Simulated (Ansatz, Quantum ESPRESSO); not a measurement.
## Equation of state of hexagonal WC

How stiff is hexagonal WC under hydrostatic load? Each row relaxes cell and atoms at a set pressure. The phase is followed to these pressures whether or not it stays the stable one.

Calculated with Quantum ESPRESSO 7.5, PBEsol, GBRV 1.5 ultrasoft potentials, cutoff 680 eV, Fermi–Dirac smearing 0.05 eV, k-mesh 17×17×15, no spin polarisation, no spin-orbit coupling.

Reference cell, relaxed at zero pressure with PBEsol (P-6m2): a = 2.8994 Å, b = 2.8994 Å, c = 2.8288 Å, α = 90.00°, β = 90.00°, γ = 120.00°.

```csv
atom,x,y,z
W,0.0000,0.0000,0.0000
C,0.6667,0.3333,0.5000
```

```csv
V (Å³/atom),V/V0,P (GPa),E − E0 (meV/atom)
10.3989,1.0099,−3.948,0.9
10.1764,0.9883,4.938,2.2
9.9552,0.9668,14.836,16.5
9.8530,0.9569,19.795,27.8
9.6637,0.9385,29.703,57.6
```

V0 = 10.2973 Å³ an atom, where the residual pressure P0 is −0.024 GPa. **Question.** Fit the Birch–Murnaghan law and give the pressure and the energy at V = 10.0627 Å³ an atom, a row left out above.

With the Eulerian strain f = ½[(V0/V)^(2/3) − 1] and F = (P − P0)/[3f(1 + 2f)^(5/2)], the third-order law is the line F = B0 + (3/2) B0 (B′ − 4) f.

| f | F (GPa) |
| --- | --- |
| 0.02162 | 412.24 |
| 0.01492 | 411.40 |
| 0.01139 | 411.07 |
| 0.00395 | 410.33 |
| −0.00326 | 407.59 |

A straight line through the 5 rows: the means are 0.009724 for f and 410.53 for F, Σ(Δx)² = 0.0003732 and ΣΔxΔy = 0.06509, so the slope is 0.06509/0.0003732 = 174.41 and the intercept 410.53 − (174.41)(0.009724) = 408.83.

Hence B0 = 408.8 GPa and B′ = 4 + (174.4)/(1.5 × 408.8) = 4.28. For the withheld volume f = 0.00774, F = 410.18 GPa and P = 9.88 GPa. The run itself gives 9.88 GPa, so the estimate misses by 0.00 GPa, a rounding's worth.

Integrating the same law gives E − E0 = (9/2) B0 V0 f²[1 + (B′ − 4) f] + P0(V0 − V), with 1 GPa Å³ = 6.2415 meV: 7.1 meV an atom. The run itself gives 7.8 meV, so the estimate misses by 0.7 meV; the fitted rows themselves lie up to 2.0 meV off the law.

The same fit over all rows at other levels or in other programs gives B0 = 407 GPa with PBEsol (Ansatz).

Measured volume: 10.376 Å³ an atom (doi:10.1063/1.3481667, 300 K), so V0 is −0.8 % off. A stiffness follows the volume as d ln B/d ln V = −B′, which moves B0 by about −3 % when it is taken at the measured volume.

The calculation is for a static lattice, while measurements hold thermal and zero-point motion.

[Logs are printed without paths, hosts, clocks, repeated set-up lines and the standing remarks that a program may print on its own settings, such as how far it seeks lower states.]
